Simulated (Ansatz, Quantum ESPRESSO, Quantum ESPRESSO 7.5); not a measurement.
# The work function of Mo(110), 5 layers, one monolayer of F on longbridge sites, level by level

Wanted: work functions and the surface dipole of Mo(110), 5 layers, one monolayer of F on longbridge sites at several levels, with their cost.

Main program and level: Quantum ESPRESSO 7.5; plane-wave DFT, PBE, GBRV ultrasoft pseudopotentials (geometry and cross-check by Ansatz 0.2.0 with PAW datasets; geometry under PBE).

Report form: the programs' logs are mostly left out.

## Step 1: The starting structure

The cell holds 6 atoms: 5 Mo and 1 F. Its edges and angles: a = 2.728 Å, b = 2.728 Å, c = 27.910 Å, α = 90.0°, β = 90.0°, γ = 70.5°. It derives from Mo. Vacuum lies along c.

This run has no spin polarisation although its electron count is odd. A spin-polarised state was not tried and may lie lower.

## Step 2: Geometry from Ansatz

A relaxation in Ansatz fixes the structure of this slab for the runs on it.

The input, input.yaml:

```yaml
crystal:
  lattice:
    - [2.2273863607, -1.575, 0.0]
    - [2.2273863607, 1.575, 0.0]
    - [0.0, 0.0, 27.909545443]
  atoms:
    - { symbol: Mo, position: [0.0, 0.0, 0.2973892935] }
    - { symbol: Mo, position: [0.5, 0.5, 0.3771966255] }
    - { symbol: Mo, position: [0.0, 0.0, 0.4570039576] }
    - { symbol: Mo, position: [0.5, 0.5, 0.5368112896] }
    - { symbol: Mo, position: [0.0, 0.0, 0.6166186217] }
    - { symbol: F, position: [0.5, 0.5, 0.6669272961] }
kpoints:
  mp_grid: { grid: [10, 10, 1] }
hamiltonian:
  xc: pbe
scf:
  occupations: { method: fermi_dirac, width: 0.1 }
  convergence: { dr2_threshold: 1.0e-08 }
efield:
  axis: 3
  dipole_correction: true
  ramp_position: 0.97
  ramp_width: 0.04
relax:
  f_tol: 0.01
  constraints: [{ sites: [0, 1, 2] }]
output:
  write_potential: true
  write_density: true
  volumetric_format: npy
```

Run with:

```console
$ ansatz run input.yaml --threads 4 --pin off --max-ram 8192MiB --backend cpu --events-out ev --progress --plain --runs-dir out
```

Run time: 29 s. Hardware: 4 threads of Arm Neoverse V1, shared host; peak memory 0.6 GiB; 1.9 min of CPU time.

Relaxation path:

```
step  energy less that of the first step (eV)  largest force component (eV/Å)
   1                                   0.0000                          1.6980
   2                                  -0.0965                          0.1556
   3                                  -0.0974                          0.1001
   4                                  -0.0979                          0.0018
```

The atoms that moved most (Å):

```
atom     dx     dy      dz  length
  F6  0.000  0.000   0.111   0.111
 Mo4  0.000  0.000   0.016   0.016
 Mo5  0.000  0.000  -0.014   0.014
```

Final coordinates:

```cif
data_structure
_symmetry_space_group_name_H-M 'P 1'
_symmetry_Int_Tables_number 1
_cell_length_a 2.7280
_cell_length_b 2.7280
_cell_length_c 27.9095
_cell_angle_alpha 90.000
_cell_angle_beta 90.000
_cell_angle_gamma 70.529
_cell_volume 195.82
loop_
_atom_site_label
_atom_site_type_symbol
_atom_site_fract_x
_atom_site_fract_y
_atom_site_fract_z
_atom_site_occupancy
Mo1 Mo 0.00000 0.00000 0.29739 1
Mo2 Mo 0.50000 0.50000 0.37720 1
Mo3 Mo 0.00000 0.00000 0.45700 1
Mo4 Mo 0.50000 0.50000 0.53740 1
Mo5 Mo 0.00000 0.00000 0.61613 1
F6 F 0.50000 0.50000 0.67089 1
```

The relaxation lowers the energy by 16 meV an atom. Held were the atoms numbered 1, 2 and 3; the forces quoted are those on the free ones.

This step gave:

```
free energy                     : -25586.5125 eV
energy at zero smearing         : -25586.4325 eV
smearing term TS                : 0.1599 eV
Fermi energy                    : 5.724 eV
symmetry operations             : 4
work function of the upper face : 6.125 eV
work function of the lower face : 4.683 eV
dipole along the normal         : -0.05590 e·Å
```

## Step 3: SCF with pw.x

The two faces differ, so the slab has a dipole. tefield with eamp = 0 and dipfield cancel the false field of the periodic images; the ramp (emaxpos, eopreg) must lie in the vacuum. pw.x drops all symmetry for this, which costs k-points.

Level of this step: plane-wave DFT, PBE, GBRV ultrasoft pseudopotentials (Quantum ESPRESSO 7.5).

The input, scf.in:

```
&control
  prefix = 'scf'
  outdir = './out'
  pseudo_dir = './pseudo'
  calculation = 'scf'
  tprnfor = .true.
  tefield = .true.
  dipfield = .true.
/
&system
  ibrav = 0
  nat = 6
  ntyp = 2
  ecutwfc = 40
  ecutrho = 200
  occupations = 'smearing'
  smearing = 'mv'
  degauss = 0.02
  edir = 3
  emaxpos = 0.97
  eopreg = 0.04
  eamp = 0.0
/
&electrons
  conv_thr = 1e-07
  mixing_beta = 0.4
  electron_maxstep = 120
  mixing_mode = 'local-TF'
/
ATOMIC_SPECIES
  Mo  95.9500  mo_pbe_v1.uspp.F.UPF
  F   18.9984  f_pbe_v1.4.uspp.F.UPF
CELL_PARAMETERS angstrom
  2.22738636070000 -1.57500000000000 0.00000000000000
  2.22738636070000 1.57500000000000 0.00000000000000
  0.00000000000000 0.00000000000000 27.90954544300000
ATOMIC_POSITIONS crystal
  Mo  0.000000000000 0.000000000000 0.297389293500
  Mo  0.500000000000 0.500000000000 0.377196625500
  Mo  0.000000000000 0.000000000000 0.457003957600
  Mo  0.500000000000 0.500000000000 0.537401665257
  Mo  -0.000000000000 -0.000000000000 0.616130188246
  F   0.500000000000 0.500000000000 0.670887353190
K_POINTS automatic
  10 10 1 0 0 0
```

Run with:

```console
$ OMP_NUM_THREADS=1 mpirun -n 4 pw.x -nk 4 -in scf.in > scf.out
```

The job ended after 3 min (4 MPI ranks; peak memory 0.63 GiB; 12 min of CPU time).

Read from the output:

```
free energy             : -10139.0793 eV
Fermi energy            : 5.818 eV
dipole along the normal : -0.05600 e·Å
```

The program's own clock; routines nest. Time by routine:

```
     routine  wall time (s)  calls
       PWSCF          181.2      1
   electrons          176.1      1
     c_bands          137.4     25
     cegterg          125.5    325
       h_psi          92.42   1036
        fftw           85.5  80151
    vloc_psi          75.46   1036
    sum_band          25.68     25
      calbec          12.65   1413
     mix_rho           9.49     25
  add_vuspsi           8.42   1036
       s_psi           8.33   1036
h_psi:calbec           8.23   1036
        ffts           6.18   3003
```

The run needed 25 iterations to bring the estimated error under 1e-07 Ry; the largest force on any atom, held or free, is 0.61 eV/Å.

## Step 4: Electrostatic potential

plot_num = 11 writes the bare and Hartree potential. It leaves out exchange and correlation, which fade slowly, so it flattens close to the surface.

The input, pot.in:

```
&inputpp
  prefix = 'scf'
  outdir = './out'
  filplot = 'pot.dat'
  plot_num = 11
/
```

Run with:

```console
$ OMP_NUM_THREADS=1 mpirun -n 4 pp.x -in pot.in > pot.out
```

It took 0.94 s on 4 MPI ranks; peak memory 0.09 GiB.

This step gave:

```
work function of the upper face                                       : 6.159 eV
slope of the potential above                                          : 1.47e-5 eV/Å
upper vacuum line continued to the top atoms, over the Fermi level    : 6.159 eV
work function of the lower face                                       : 4.715 eV
slope of the potential below                                          : -4.68e-4 eV/Å
lower vacuum line continued to the bottom atoms, over the Fermi level : 4.712 eV
```

The potential energy, planar mean oscillates, so the rows of the table below give means over windows of 2.21 Å about each position, cut where the curve ends. Its maxima inside the range that stand out by 2 % of the span (Å: eV): 9.4: -2.13, 11.6: -2.25, 13.8: -2.15, 16.0: -2.62, 18.3: -4.33, 23.6: 6.16. Its minima: 8.3: -34.1, 10.6: -34.4, 12.8: -34.5, 15.0: -34.7, 17.2: -35.2, 18.6: -7.16.

Electrostatic potential energy of an electron, with the sawtooth; zero at the Fermi level. Potential energy, planar mean against z; means over each step:

```
z (Å)  potential energy, planar mean (eV)
 1.10                                4.74
 3.31                                4.71
 5.53                                4.47
 7.73                               -13.8
 9.95                               -16.2
12.16                               -16.3
14.37                               -16.1
16.57                               -16.9
18.79                               -2.80
21.00                                6.13
23.21                                6.16
25.41                                6.16
27.62                                5.89
```

Electrostatic potential energy in the ca plane at fractional y = 0.500, with atoms of Mo and F within 0.2 Å of it. With pseudopotentials it is smooth inside the atoms' cores, unlike the true potential.

Ten even steps from '0' (-114 eV) to '9' (6 eV), each cell a mean:
```
98899999999998889999999999999999999999999999
76578999999986578999999999999999999999999999
41048999999861037999999757999999999999999999
20027999999840016899998515999999999999999999
30037999999850016999999636999999999999999999
64368999999974358999999989999999999999999999
88889999999988889999999999999999999999999999
99999999999999999999999999999999999999999999
```
Columns run along c (16.0 Å, from fractional 0.36 to 0.93 of the cell; values clipped at the 3rd and 97th percentile), rows up along a (2.7 Å). Atoms in or near the plane, at fractional coordinates: Mo at (0.38, 0.50), Mo at (0.54, 0.50), F at (0.67, 0.50).

The vacuum is flat to 0.5 meV/Å, so its level is well defined. Inside the slab the curve depends on the local part of the pseudopotentials; only the vacuum level has a meaning of its own.

## Step 5: Macroscopic average

A running mean over one period damps the atomic wiggles and leaves the mean of this pseudopotential's potential.

The input, avg.in:

```
1
pot.dat
1.0
501
3
4.2091501955
```

Run with:

```console
$ OMP_NUM_THREADS=1 average.x < avg.in > avg.out
```

Elapsed: 0.53 s, on 1 MPI rank; peak memory 0.1 GiB.

Read from the output:

| Item | Value |
| --- | --- |
| average.x's running mean inside the slab, on the run's own zero | -10.46 eV |
| mean potential by an exact Fourier window inside the slab, on the run's own zero | -10.46 eV |

The potential energy (planar mean) oscillates, so the rows of the table below give means over windows of 2.23 Å about each position, cut where the curve ends. Its maxima inside the range that stand out by 2 % of the span (Å: eV): 9.4: -2.12, 11.6: -2.24, 13.9: -2.11, 16.1: -2.56, 18.2: -4.27, 26.8: 6.16. Its minima: 8.3: -34.3, 10.5: -34.7, 12.8: -34.7, 15.0: -34.7, 17.2: -35.0, 18.7: -7.27.

Electrostatic potential energy of an electron, with the sawtooth; zero at the Fermi level; window 2.2274 Å. Potential energy against z; means over each step:

```
z (Å)  planar mean (eV)  running mean (eV)
 1.11              4.74               4.83
 3.34              4.71               4.71
 5.57              4.43               4.03
 7.80             -14.3              -11.5
10.03             -16.2              -16.2
12.26             -16.3              -16.3
14.49             -16.2              -16.2
16.72             -16.9              -17.0
18.95             -1.18              -3.35
21.18              6.15               6.04
23.41              6.16               6.16
25.64              6.16               6.14
```

Where the running mean is not flat inside, average.x's window, rounded to the grid, doesn't match the spacings there.

## Step 6: Valence density

plot_num = 0 writes the valence density.

The input, rho.in:

```
&inputpp
  prefix = 'scf'
  outdir = './out'
  filplot = 'rho.dat'
  plot_num = 0
/
```

Run with:

```console
$ OMP_NUM_THREADS=1 mpirun -n 4 pp.x -in rho.in > rho.out
```

It took 0.92 s on 4 MPI ranks; peak memory 0.1 GiB.

This step gave:

```
electrons by integration : 77.00 e
```

The valence density, planar mean oscillates, so the rows of the table below give means over windows of 2.21 Å about each position, cut where the curve ends. Its maxima inside the range that stand out by 2 % of the span (Å: e/Å³): 8.4: 1.48, 10.6: 1.48, 12.8: 1.47, 15.0: 1.48, 17.2: 1.50, 18.7: 1.30. Its minima: 9.4: 0.323, 11.6: 0.322, 13.8: 0.316, 16.0: 0.343, 18.0: 0.442.

Mean over planes. Table of valence density, planar mean by z; means over each step:

z (Å), valence density, planar mean (e/Å³) and a bar:
```
     3.31       0.00 
     5.53       0.01 
     7.73       0.77 #########################
     9.95       0.89 #############################
    12.16       0.90 #############################
    14.37       0.89 #############################
    16.57       0.91 ##############################
    18.79       0.60 ####################
    21.00       0.00 
    23.21       0.00
```

Valence density in the ca plane at fractional y = 0.500, with atoms of Mo and F within 0.2 Å of it. It is the smooth field of the valence electrons, not physical close to the nuclei.

Ten steps, logarithmic in the rise over the least value, from '0' (0 e/Å³) to '9' (12 e/Å³), each cell a mean:
```
33332223322233332223322221000000000000000000
46643222222246653222222444200000000000000000
78874222222368875322224687310000000000000000
77785322222377686322225898410000000000000000
78774222222368785322224798410000000000000000
57753222222357764222223565200000000000000000
34432222322234433223322222100000000000000000
23322223322223322223321111000000000000000000
```
Columns run along c (16.0 Å, from fractional 0.36 to 0.93 of the cell), rows up along a (2.7 Å). Atoms in or near the plane, at fractional coordinates: Mo at (0.38, 0.50), Mo at (0.54, 0.50), F at (0.67, 0.50).

The density integrates to 77.000 electrons, as the 77 of the input ask.

## Step 7: Projected density of states

Projections on atomic orbitals tell which layers and orbitals hold the states near the zero of energy.

The input, pdos.in:

```
&projwfc
  prefix = 'scf'
  outdir = './out'
  filpdos = 'pdos'
  Emin = -2.182
  Emax = 9.818
  DeltaE = 0.1
  ngauss = 0
  degauss = 0.01
/
```

Run with:

```console
$ OMP_NUM_THREADS=1 mpirun -n 4 projwfc.x -in pdos.in > pdos.out
```

Wall time 3 s (4 MPI ranks); peak memory 0.2 GiB; 12 s of CPU time.

Read from the output:

```
spilling of the projection : 0.0012
```

Projected DOS an atom over height of the atomic layer and energy from the Fermi level. Columns are the atomic layers from the bottom up.

Ten even steps from '_' (0.00 states/eV) to '@' (2.89 states/eV), each cell a mean:
```
========##__
++----::**__
==::::::++__
==......--__
==........__
==::::....__
**==++==--__
==--====--__
========--__
++**++++==__
::====++--__
--==--====..
--++==++::__
..======....
..--==--__::
________..--
________..==
________::@@
________::@@
________::**
__________..
____________
```
Columns: height of the atomic layer (Å) from 8.3 to 18.7 (not evenly spaced); rows upwards: energy from the Fermi level (eV) from -8.00 to 1.10.

The atomic orbitals miss 0.1 % of the occupied states; for empty states the projections can miss much more.

## Step 8: Ground state: open boundaries by the effective screening medium

Open boundaries by another road: assume_isolated = 'esm' with bc1, the slab centred on z = 0.

The input, esm.in:

```
&control
  prefix = 'esm'
  outdir = './out'
  pseudo_dir = './pseudo'
  calculation = 'scf'
  tprnfor = .true.
/
&system
  ibrav = 0
  nat = 6
  ntyp = 2
  ecutwfc = 40
  ecutrho = 200
  occupations = 'smearing'
  smearing = 'mv'
  degauss = 0.02
  assume_isolated = 'esm'
  esm_bc = 'bc1'
/
&electrons
  conv_thr = 1e-07
  mixing_beta = 0.4
  electron_maxstep = 120
  mixing_mode = 'local-TF'
/
ATOMIC_SPECIES
  Mo  95.9500  mo_pbe_v1.uspp.F.UPF
  F   18.9984  f_pbe_v1.4.uspp.F.UPF
CELL_PARAMETERS angstrom
  2.22738636070000 -1.57500000000000 0.00000000000000
  2.22738636070000 1.57500000000000 0.00000000000000
  0.00000000000000 0.00000000000000 27.90954544300000
ATOMIC_POSITIONS crystal
  Mo  0.000000000000 0.000000000000 -0.186749029845
  Mo  0.500000000000 0.500000000000 -0.106941697845
  Mo  0.000000000000 0.000000000000 -0.027134365745
  Mo  0.500000000000 0.500000000000 0.053263341912
  Mo  -0.000000000000 -0.000000000000 0.131991864901
  F   0.500000000000 0.500000000000 0.186749029845
K_POINTS automatic
  10 10 1 0 0 0
```

Run with:

```console
$ OMP_NUM_THREADS=1 mpirun -n 4 pw.x -nk 4 -in esm.in > esm.out
```

Elapsed: 4.1 min, on 4 MPI ranks; peak memory 0.56 GiB.

Read from the output:

* free energy: -10139.0796 eV
* Fermi energy: -5.438 eV
* vacuum line at the lower end of the cell, over the Fermi level: 4.710 eV
* vacuum line at the upper end of the cell, over the Fermi level: 6.167 eV

The potential energy, planar mean oscillates, so the rows of the table below give means over windows of 2.21 Å about each position, cut where the curve ends. Its maxima inside the range that stand out by 2 % of the span (Å: eV): -4.1: -2.15, -1.9: -2.24, 0.3: -2.11, 2.6: -2.57, 4.8: -4.41. Its minima: -5.2: -34.2, -3.0: -34.6, -0.8: -34.3, 1.5: -34.6, 3.7: -35.1, 5.1: -7.23.

Electrostatic potential energy of an electron; zero at the Fermi level. The potential energy, planar mean by z; means over each step:

```
 z (Å)  potential energy, planar mean (eV)
-12.84                                4.71
-10.63                                4.71
 -8.42                                4.62
 -6.21                               -8.11
 -4.00                               -16.0
 -1.79                               -16.1
  0.42                               -15.8
  2.63                               -16.8
  4.84                               -9.51
  7.05                                6.01
  9.26                                6.17
 11.47                                6.17
 13.68                                6.17
```

The vacuum levels are read from the outermost 0.7 Å of the cell on either side.

The run needed 46 iterations to bring the estimated error under 1e-07 Ry; the largest force on any atom, held or free, is 0.61 eV/Å.

The upper level is 6.167 eV against 6.159 eV from the periodic run.

## Step 9: Ground state: vdW-DF-cx, GBRV ultrasoft

Next, another level on the same atoms.

Level of this step: plane-wave DFT, vdW-DF-cx, GBRV ultrasoft pseudopotentials made under PBE (Quantum ESPRESSO 7.5). input_dft overrides the functional of the files.

gbrv-vdw-df-cx.in is the input of step 8 with these lines changed:

```diff
@@ -1,3 +1,3 @@
 &control
-  prefix = 'esm'
+  prefix = 'gbrv-vdw-df-cx'
   outdir = './out'
@@ -13,2 +13,3 @@
   ecutrho = 200
+  input_dft = 'vdw-df-cx'
   occupations = 'smearing'
```

Run with:

```console
$ OMP_NUM_THREADS=1 mpirun -n 4 pw.x -nk 4 -in gbrv-vdw-df-cx.in > gbrv-vdw-df-cx.out
```

Elapsed: 4.3 min, on 4 MPI ranks; peak memory 0.86 GiB; 17 min of CPU time.

This step gave:

```
free energy                                                    : -10136.0785 eV
Fermi energy                                                   : -5.596 eV
vacuum line at the lower end of the cell, over the Fermi level : 4.920 eV
vacuum line at the upper end of the cell, over the Fermi level : 6.271 eV
```

The potential energy, planar mean oscillates, so the rows of the table below give means over windows of 2.21 Å about each position, cut where the curve ends. Its maxima inside the range that stand out by 2 % of the span (Å: eV): -4.1: -2.05, -1.9: -2.14, 0.3: -2.00, 2.6: -2.46, 4.7: -4.30. Its minima: -5.2: -34.2, -3.0: -34.5, -0.8: -34.3, 1.5: -34.6, 3.7: -35.0, 5.1: -7.17.

Electrostatic potential energy of an electron; zero at the Fermi level. Potential energy, planar mean against z; means over each step:

```
 z (Å)  potential energy, planar mean (eV)
-12.84                                4.92
-10.63                                4.92
 -8.42                                4.81
 -6.21                               -8.02
 -4.00                               -15.9
 -1.79                               -16.1
  0.42                               -15.8
  2.63                               -16.7
  4.84                               -9.43
  7.05                                6.11
  9.26                                6.27
 11.47                                6.27
 13.68                                6.27
```

The upper face goes from 6.167 eV (PBE, GBRV) to 6.271 eV, a change of +0.104 eV.

(Continued in part 2 of 2.)

[Logs are printed without paths, hosts, clocks, repeated set-up lines and the standing remarks that a program may print on its own settings, such as how far it seeks lower states.]

[Hosts, paths, dates, database ids (printed as entryN), source tags and the programs' standing remarks are cut or masked in the printed files.]

[Maps of the electrostatic potential energy from Ansatz leave out the sawtooth potential of an applied field or a dipole correction, so their vacuum need not be flat; planar profiles and work functions include it.]
